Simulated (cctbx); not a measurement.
# A disordered crystal of nominal ZnTeF6

Cell a = 5.2310 Å, b = 5.2310 Å, c = 14.7170 Å, α = 90.00°, β = 90.00°, γ = 120.00°; space group R-3 (no. 148); nominal formula ZnTeF6.

The data are simulated with cctbx, not measured: Ag Kα, λ = 0.56087 Å, to d = 0.75 Å, 80 % of the full sphere, strongest reflection 20000 counts, noise from counting, a 3 % proportional error and a noise floor of 8 counts (s.d.); no absorption.

With every site full:

```text
Rint 0.025, 194 unique reflections to 0.75 A
cycle     R1     wR2    GooF  max shift (A)
   1  0.0951  0.2213  10.468   0.00210
   2  0.0235  0.0717   3.389   0.00002
final R1 0.0235 wR2 0.0717 GooF 3.389  parameters 13  data/parameter 14.9
atom        x        y        z      Ueq    occ   su(xyz)  su(Uiso or U11)
Te1    0.00000  0.00000  0.00000   0.0095  1.000  0.00000  0.0003
Zn1    0.33333  0.66667  0.16667   0.0097  1.000  0.00000  0.0005
F2     0.66440  0.70949  0.08505   0.0015  1.000  0.00055  0.0011  NPD
difference map: max 1.79 min -0.61 rms 0.28
Q1    0.0000  0.0000  0.4778    6    1.82  0.33 A from Zn1
Q2    0.0282  0.4334  0.7615   18    1.03  0.30 A from F2
Q3    0.0137  0.3639  0.0757   18    0.84  0.30 A from F2
Q4    0.0000  0.0000  0.1916    6    0.36  2.14 A from F2
Q5    0.0000  0.0000  0.0000    3    0.30  0.00 A from Te1
Q6    0.0293  0.4398  0.1835   18    0.23  1.41 A from F2
```

With the occupancies of the suspect sites free, each still typed as its main element:

```text
Rint 0.025, 194 unique reflections to 0.75 A
cycle     R1     wR2    GooF  max shift (A)
   1  0.0462  0.1255   5.971   0.00044
  19  0.0076  0.0177   0.842   0.00001
final R1 0.0076 wR2 0.0176 GooF 0.839  parameters 15  data/parameter 12.9
atom        x        y        z      Ueq    occ   su(xyz)  su(Uiso or U11)
Te1    0.00000  0.00000  0.00000   0.0091  0.916  0.00000  0.0001
Zn1    0.33333  0.66667  0.16667   0.0137  1.000  0.00000  0.0002
F2     0.66423  0.70969  0.08506   0.0087  1.069  0.00014  0.0003
su of occupancy Te1: 0.002
su of occupancy F2: 0.005
difference map: max 0.26 min -0.21 rms 0.07
Q1    0.0000  0.0000  0.1956    6    0.26  2.12 A from F2
Q2    0.0000  0.0000  0.3104    6    0.23  2.18 A from F2
Q3    0.0789  0.2400  0.5192   18    0.23  1.14 A from Zn1
Q4    0.9810  0.2880  0.2819   18    0.19  1.77 A from F2
Q5    0.0191  0.4157  0.7650   18    0.18  0.26 A from F2
Q6    0.0355  0.9190  0.8726   18    0.18  1.33 A from F2
```

**Question.** What is the disorder?

X-rays count electrons. Te1 refines to 0.916(0.002), or 47.6 electrons; the site truly holds 0.9 Te and 0.1 F, 47.7 electrons, which is 0.917 of Te; F2 refines to 1.069(0.005), or 9.6 electrons; the site truly holds 0.9833 F and 0.0167 Te, 9.7 electrons, which is 1.080 of F. A value under 1 can't tell vacancies from a lighter guest, and one over 1 needs a heavier guest; chemistry or a second radiation must settle which. Occupancy correlates with U and the scale, and the two elements' form factors differ in shape, so the match is approximate.

Freeing them takes R1 from 0.0235 to 0.0076 and GooF from 3.39 to 0.84.

This is a model crystal, built by substitution and not relaxed, with assumed displacement parameters.

[Middle refinement cycles are left out of these outputs.]

[Logs are printed without paths, hosts, clocks, repeated set-up lines and the standing remarks that a program may print on its own settings, such as how far it seeks lower states.]
